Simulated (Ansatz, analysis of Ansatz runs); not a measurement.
# Can an added hole hop between Mn atoms in Li2MnF5 (C2/c)?, part 3 of 3

Aim: the energy barrier that a trapped hole meets when it moves from one Mn atom to another one nearby in Li2MnF5 (C2/c). The model is a cell of 64 host atoms.

Ansatz 0.2.0; plane-wave PAW DFT, PBEsol+U; relaxation of all atoms of a supercell at fixed charge in a uniform background; PAW set soft_1.

So far. Step 3 (The hole on the first site): The largest changes of the moments are -0.71 μB on Mn24, -0.08 μB on F31 and -0.08 μB on F26. The largest part sits on the chosen site. Step 4 (The hole on the second site): The largest changes of the moments are -0.72 μB on Mn18, -0.08 μB on F30 and -0.08 μB on F26. The largest part sits on the chosen site.

## 5. Points on the line between the two structures

Level of this step: plane-wave PAW DFT, PBEsol+U; single point of a supercell at fixed charge in a uniform background; PAW set soft_1 (Ansatz).

All atoms move on the straight line between the two relaxed structures, 3.50 amu^1/2 Å long in mass-weighted terms. Each point starts from the state of the point before, once from either end, so that both localised states can be followed; the midpoint is also started with the carrier shared.

Input file A.x0500/input.yaml:

```yaml
crystal:
  lattice:
    - [-2.81247804, 4.98286665, 6.85548075]
    - [7.18059468, 0.0, 6.83994485]
    - [9.99307272, 4.98286665, -0.01553589]
  atoms:
    - { symbol: Li, position: [0.29173, 0.949113, 0.190409] }
    - { symbol: Li, position: [0.298173, 0.938474, 0.691633] }
[... 15 atom lines left out ...]
    - { symbol: Mn, position: [0.247603, 0.250942, 0.749491], spin: 4.0 }
[... 5 atom lines left out ...]
    - { symbol: Mn, position: [0.4996, 0.502103, 0.497527], spin: 3.0 }
[... 1 atom line left out ...]
    - { symbol: F, position: [0.462528, 0.287383, 0.712603] }
[... 6 atom lines left out ...]
    - { symbol: F, position: [0.281355, 0.67174, 0.41283] }
[... 4 atom lines left out ...]
    - { symbol: F, position: [0.16291, 0.383696, 0.531441] }
[... 23 atom lines left out ...]
    - { symbol: F, position: [0.159343, 0.484926, 0.692167] }
[... 1 atom line left out ...]
    - { symbol: F, position: [0.659966, 0.988989, 0.691647] }
total_charge: 1
basis:
  ecutwfc: 420
  xc_grid: 2
hamiltonian:
  xc: pbesol
  hubbard:
    sites: [{ species: Mn, l: d, u_eff: 4.0 }]
    projectors: ortho-atomic
  pseudopotentials: { kind: paw, azcp: { folder: soft_1 }, xc_functional: pbe }
kpoints:
  mp_grid: { grid: [1, 1, 1] }
magnetization:
  spin_polarized: true
  initial_magnetization: 31
  spin_locking: { lock_magnetization: hard }
scf:
  occupations: { method: fermi_dirac, width: 0.01 }
  max_iter: 120
  lower_state_search: "off"
output:
  forces: true
  eigenvalues: true
  eigenstates: { localisation: true }
  write_density: true
  write_potential: true
  volumetric_format: npy
checkpoint:
  read: "../A.x0375.run"
  write: "../A.x0500.run"
  compress: false
  write_wavefunctions: true
  write_every: 100000
```

Started as:

```
ansatz run input.yaml --threads 4 --pin off --max-ram 9420MiB --backend cpu --events-out ev --progress --plain --runs-dir out
```

Numbers of over 12 decimals in the logs are rounded to 6 here.

The log of the run:

```text
[...]
Warning: checkpoint.read: the run can stay near the saved state's solution: 64 site(s) moved relative to the saved geometry (max |Δs| = 4.677e-3 fractional); [...]
[...]
Crystal: 64 atoms, lattice volume = 682.290 Å³
Basis set: ecut = 420 eV, 13355 PW (Γ), exchange–correlation on 120×144×150 points (8 copies of the dense FFT grid, shifted against one another)
Bands: 303, of which v1, the nominal top of the filled ones, is band 224 counted from 1 (223 counted from 0)
Symmetry: 1 space group operations
[...]
k-points: 1
[...]
Starting moments: Σ|m| = 31 μB on 8 of 64 sites; this step starts from the density that it was given
[...]
iter 1 solved again at ethr=3.64e-4 eV; its pass at ethr=3.10e-3 eV (dr2=1.63e0 eV) is discarded
SCF iter   1: F=—  HF=-66266.895565 eV  |F-HF|=—  |Δ(HF+E_count)|=         —  Δρ=1.39e-2 (↑1.39e-2 ↓1.48e-3)  dr2=1.63e0  dr2_m=3.12e-1  M=31.000 μB ∫|m|=32.916 μB  β_m=0.30  ethr=3.64e-4  ⟨swp⟩=3.5  Hψ=2956  notcnv=0
[...]
spin=Collinear: Resta preconditioning applied to the charge; magnetization (m = ρ↑ − ρ↓) channel mixes plain (no charge-response kernel on spin).
SCF iter   2: F=—  HF=-66266.918088 eV  |F-HF|=—  |Δ(HF+E_count)|=   2.25e-2  Δρ=1.03e-2 (↑1.03e-2 ↓3.21e-3)  dr2=1.24e0  dr2_m=9.40e-2  M=31.000 μB ∫|m|=32.870 μB  β_m=0.24  ethr=3.64e-4  ⟨swp⟩=3.5  Hψ=1295  notcnv=0
[...]
SCF iter  13: F=-66266.824913 eV  HF=-66266.824913 eV  |F-HF|=3.54e-8  |Δ(HF+E_count)|=   2.04e-8  Δρ=2.06e-6 (↑2.06e-6 ↓1.79e-6)  dr2=5.94e-8  dr2_m=4.78e-9  M=31.000 μB ∫|m|=32.854 μB  ethr=2.24e-11  ⟨swp⟩=15.5  Hψ=3997  notcnv=0
SCF 1 converged in 13 iterations: F = -66266.824913 eV  dr2 = 5.94e-8
[...]
SCF converged after 13 iterations
[...]
Magnetization: 31.0000 μB (239.0000 up, 208.0000 down)
Absolute magnetization: 32.9505 μB (∫|ρ↑−ρ↓|, with the PAW one-centre terms)
[...]
Per-site moments (μB) at R_I (Å): [(0.00079648, 0.768778), (0.000978824, 0.804504), (0.000877285, 0.787438), [... 61 left out ...]
Free energy (F): -66266.824913 eV
[...]
Internal energy: -66266.824482 eV  (E = F + TS)
E sigma→0 (E₀):  -66266.824698 eV
Entropy (-TS):   -0.000431 eV (-0.007 meV/atom)
Fermi energy:    3.134014 (↑ 3.134014, ↓ 3.770139) eV
[...]
--- Forces (eV/Å), atoms counted from 1 ---
  atom   1  Li    -0.02601416     0.03654342    -0.01135737
  atom   2  Li     0.02892005     0.00482837     0.01785331
  [... 2 atoms left out ...]
  atom   5  Li    -0.00390992     0.06436366    -0.00393457
  [... 3 atoms left out ...]
  atom   9  Li     0.00504708     0.06377388     0.00514826
  [... 8 atoms left out ...]
  atom  18  Mn    -0.17945511     0.14752539     0.30060468
  [... 5 atoms left out ...]
  atom  24  Mn     0.18342282     0.14950187    -0.30225102
  [... 1 atom left out ...]
  atom  26  F      0.00143299    -0.36724722    -0.00215043
  [... 6 atoms left out ...]
  atom  33  F      0.02590998    -0.06684117    -0.00020953
  [... 4 atoms left out ...]
  atom  38  F     -0.02561407    -0.06748993     0.00358650
  [... 15 atoms left out ...]
  atom  54  F     -0.07444728     0.06788135    -0.09552181
  [... 2 atoms left out ...]
  atom  57  F     -0.10731447    -0.05187812    -0.07350089
  [... 4 atoms left out ...]
  atom  62  F      0.10516100    -0.05157027     0.07108939
  [... 2 atoms left out ...]
  max |Σ_I F_I| component: 1.24e-5 eV/Å
--- Band table (eV) ---
[...]
Occupation matrices written to <dir>
```

Run time: 16 s. Hardware: 4 threads of Arm Neoverse V2, shared host; peak memory 1.5 GiB.

The column dr2 measures how far the density is from self-consistency, as an energy; F and HF (Harris–Foulkes) agree once it is small.

From eigenstates.tsv, first k-point; energies on the run's zero. The participation number counts the atoms that a state is spread over, of 64; bands count from 0.

| spin | band | energy (eV) | occupation | participation | largest share on | share |
| --- | --- | --- | --- | --- | --- | --- |
| down | 202 | 1.040 | 1.00 | 11.9 | F32 | 0.19 |
| down | 203 | 1.113 | 1.00 | 13.6 | F35 | 0.10 |
| down | 204 | 1.139 | 1.00 | 16.9 | F28 | 0.11 |
| down | 205 | 1.140 | 1.00 | 16.5 | F32 | 0.12 |
| down | 206 | 1.204 | 1.00 | 12.6 | F29 | 0.16 |
| down | 207 | 1.220 | 1.00 | 19.8 | F29 | 0.08 |
| down | 208 | 6.320 | 0.00 | 2.1 | Mn18 | 0.66 |
| down | 209 | 6.337 | 0.00 | 2.2 | Mn24 | 0.63 |
| down | 210 | 6.378 | 0.00 | 1.6 | Mn18 | 0.78 |
| down | 211 | 6.390 | 0.00 | 1.7 | Mn24 | 0.77 |
| down | 212 | 6.404 | 0.00 | 2.7 | Mn18 | 0.46 |
| up | 233 | 2.361 | 1.00 | 6.7 | F27 | 0.23 |
| up | 234 | 2.463 | 1.00 | 12.1 | Mn20 | 0.12 |
| up | 235 | 2.660 | 1.00 | 7.9 | Mn24 | 0.22 |
| up | 236 | 2.727 | 1.00 | 10.8 | F32 | 0.13 |
| up | 237 | 2.732 | 1.00 | 12.1 | Mn22 | 0.13 |
| up | 238 | 3.077 | 1.00 | 11.8 | Mn17 | 0.12 |
| up | 239 | 3.191 | 0.00 | 6.8 | Mn18 | 0.24 |
| up | 240 | 4.740 | 0.00 | 4.4 | Mn18 | 0.43 |
| up | 241 | 4.751 | 0.00 | 4.5 | Mn24 | 0.42 |
| up | 242 | 4.866 | 0.00 | 5.1 | Mn19 | 0.30 |
| up | 243 | 4.872 | 0.00 | 4.9 | Mn19 | 0.31 |

Under PBEsol+U (4 eV) at the zone centre alone, the highest filled state is spin up, spread over 12 of 64 atoms, and the lowest empty one, 0.11 eV above it, is spin up, spread over 7 of 64 atoms.

Spin density in the ac plane at fractional y = 0.375, through the centre, with atoms of Li and F within 0.45 Å of it.

Ten even steps from '0' (-0.10 e/Å³) to '9' (0.25 e/Å³), each cell a mean:
```
2222222222322232222222222
2222222222333222222222222
2222222222223222222222222
2222222222222222222222222
2222222222222222222222222
2222222322222222222222222
2233444332222222222222222
2235787432322333222222222
2234565432323443222222222
2222123322235874213322222
2233022222336973103322222
2233243222233443223222222
2222222222332222222222222
2222222222333222222222222
2222222222212222222222222
2222222222222222222222222
2222222222222222222222222
2222223322222222222222222
2233444332222222222222222
2234787432222333222222222
2234565432223443222222222
2222223322336984223322222
2233022222346984113322222
2233332222233543223222222
```
Columns run along a (8.9 Å), rows up along c (11.2 Å). Atoms in or near the plane, at fractional coordinates: Li at (0.80, 0.19), Li at (0.94, 0.05), Li at (0.94, 0.54), F at (0.16, 0.03), F at (0.16, 0.53), F at (0.72, 0.09), F at (0.72, 0.59), F at (0.44, 0.41), F at (0.44, 0.91).

Electrostatic potential energy in the ac plane at fractional y = 0.375, through the centre, with atoms of Li and F within 0.45 Å of it. With pseudopotentials it is smooth inside the atoms' cores, unlike the true potential.

Ten even steps from '_' (-30 eV) to '@' (10 eV), each cell a mean:
```
@@@@@@##**%%@@@@@@@@++..--##@@@@@@@@@@@@@@%%****##
@@@@@@@@@@@@@@@@@@%%..____**@@@@@@@@@@@@@@@@@@@@@@
@@@@@@@@@@@@@@@@@@@@++::==%%@@@@@@@@@@@@@@@@@@@@@@
@@@@@@@@@@@@@@@@@@@@@@@@@@@@@@@@@@@@@@@@@@@@@@@@@@
@@@@@@@@@@@@@@@@@@@@@@@@@@@@@@@@@@@@@@@@%%%%@@@@@@
@@@@@@@@%%##%%@@@@@@@@@@@@@@@@@@@@@@@@##++**%%@@@@
@@@@@@%%**++**%%@@@@@@@@@@@@@@@@@@@@%%##==++##@@@@
@@@@%%##++--++##%%%%++++%%@@@@@@@@@@@@%%####%%@@@@
@@@@%%##**++##%%@@@@**++######%%%%%%%%@@@@@@@@@@@@
@@@@%%**==++%%@@@@@@@@%%**++++##==..::##@@@@%%%%@@
%%@@**______##@@@@@@@@%%**==++**::____**@@%%**++##
%%@@**____..%%@@@@@@@@%%######%%##++**@@@@##--::++
%%@@@@%%**%%@@@@@@@@++..::##@@@@@@@@@@@@@@%%**++##
@@@@@@@@@@@@@@@@@@%%..____**@@@@@@@@@@@@@@@@%%%%@@
@@@@@@@@@@@@@@@@@@@@++--==%%@@@@@@@@@@@@@@@@@@@@@@
@@@@@@@@@@@@@@@@@@@@@@@@@@@@@@@@@@@@@@@@@@@@@@@@@@
@@@@@@@@@@@@@@@@@@@@@@@@@@@@@@@@@@@@@@@@%%%%@@@@@@
@@@@@@@@%%##%%@@@@@@@@@@@@@@@@@@@@@@%%##++++%%@@@@
@@@@@@%%**++**%%@@@@@@@@@@@@@@@@@@@@%%**--==##@@@@
@@@@%%##++==++##@@@@@@%%%%@@@@@@@@@@@@%%**##%%@@@@
@@@@@@%%****##%%@@@@@@%%%%####%%@@@@@@@@@@@@@@@@@@
@@@@@@**==**%%@@@@@@@@%%##++++##++::--##@@@@%%%%%%
%%@@**____..##@@@@@@@@%%**====##::____**@@%%++==**
%%@@**____..%%@@@@@@@@%%%%####%%##++**@@@@##--::==
```
Columns run along a (8.9 Å; values clipped at the 3rd and 97th percentile), rows up along c (11.2 Å). Atoms in or near the plane, at fractional coordinates: Li at (0.80, 0.19), Li at (0.94, 0.05), Li at (0.94, 0.54), F at (0.16, 0.03), F at (0.16, 0.53), F at (0.72, 0.09), F at (0.72, 0.59), F at (0.44, 0.41), F at (0.44, 0.91).

Valence density in the ac plane at fractional y = 0.375, through the centre, with atoms of Li and F within 0.45 Å of it. It is the smooth field of the valence electrons, not physical close to the nuclei.

Ten steps, logarithmic in the rise over the least value, from '_' (0.01 × 1e0 e/Å³) to '@' (9.76 × 1e0 e/Å³), each cell a mean:
```
__..--==++==::__..--**####==::....::....__..::::..
______......____..==%%@@%%++::__________....::::..
________________..--**##**==..__________..::::::..
________....______..::::::..____________....::..__
______..::--::..__________________________________
____..--====--::..____..________________::::______
......--==++==::..::----::..__________..----....::
::....::====--::::--++**==::..__......__..__....::
......::----::..::--++++==::::::::----::..____....
__..--++**++--....::----------==**####==::________
__::++%%@@%%++::____..::------==##%%%%++::..::--::
__::++%%@@%%==..__..::------::--++**++--....++**--
__..::==++==::__..--**####==::....::....__..----..
______......____..==##@@%%++::__________....::....
________________..--++##**==..__________..::::::..
__________..______..::::::..____________....::..__
______..::--::..__________________________________
____..::====--::..____..______________..----..____
......::====--::....::--::..__________::++==::::::
::....::--==--::..::======::..__........::....::::
......::----::....::--==--::::::::----::..__......
__..--++**++--..__....::--------++####++::____....
__::++%%@@%%==..____..::--==--==**%%%%++::..--==--
..::++%%@@##==..__..::------::--==**++--....++**==
```
Columns run along a (8.9 Å), rows up along c (11.2 Å). Atoms in or near the plane, at fractional coordinates: Li at (0.80, 0.19), Li at (0.94, 0.05), Li at (0.94, 0.54), F at (0.16, 0.03), F at (0.16, 0.53), F at (0.72, 0.09), F at (0.72, 0.59), F at (0.44, 0.41), F at (0.44, 0.91).

Free energies from the first end:

| started from | fraction | energy (eV) | moment change on Mn24 (μB) | on Mn18 (μB) |
| --- | --- | --- | --- | --- |
| first site | 0 | 0.000 | -0.71 | -0.03 |
| first site | 0.125 | 0.041 | -0.66 | -0.05 |
| first site | 0.25 | 0.131 | -0.55 | -0.09 |
| first site | 0.375 | 0.209 | -0.41 | -0.17 |
| first site | 0.5 | 0.237 | -0.27 | -0.28 |
| first site | 0.625 | 0.208 | -0.17 | -0.41 |
| second site | 0.875 | 0.040 | -0.05 | -0.66 |
| second site | 0.75 | 0.129 | -0.09 | -0.55 |
| second site | 0.625 | 0.208 | -0.17 | -0.41 |
| second site | 0.5 | 0.237 | -0.27 | -0.28 |
| second site | 0.375 | 0.209 | -0.41 | -0.17 |
| shared | 0.5 | 0.237 | -0.27 | -0.28 |
| second site | 1 | 0.000 | -0.03 | -0.72 |

## 6. Summary of results

| Item | Value |
| --- | --- |
| distance of the two sites without the carrier | 3.71 Å |

The highest point of the line lies 0.24 eV above the first end, but there the hole is shared and partly spread further, so this is no barrier of a single pair, which may be higher, and the image-charge term need not cancel. No run compares the localised hole with one spread in the band, so its binding is unknown. The magnetic order was assumed and need not be the ground state. The total moment is locked, so a carrier of the other spin direction was not tried. The program's search for lower electronic states was switched off in all runs, so that each state is followed; none is shown to be the lowest at its structure. No image-charge correction is applied; it nearly cancels along the line while the charge stays localised. What this leaves open: sampling at the zone centre alone can move energies of charged and open-shell states by tenths of an eV or more in cells of this size; the images are only 8.9 Å apart; gap and trapping depend on the U chosen (Mn d 4.0 eV).

[Logs are printed without paths, hosts, clocks, repeated set-up lines and the standing remarks that a program may print on its own settings, such as how far it seeks lower states.]

[Hosts, paths, dates, database ids (printed as entryN), source tags and the programs' standing remarks are cut or masked in the printed files.]
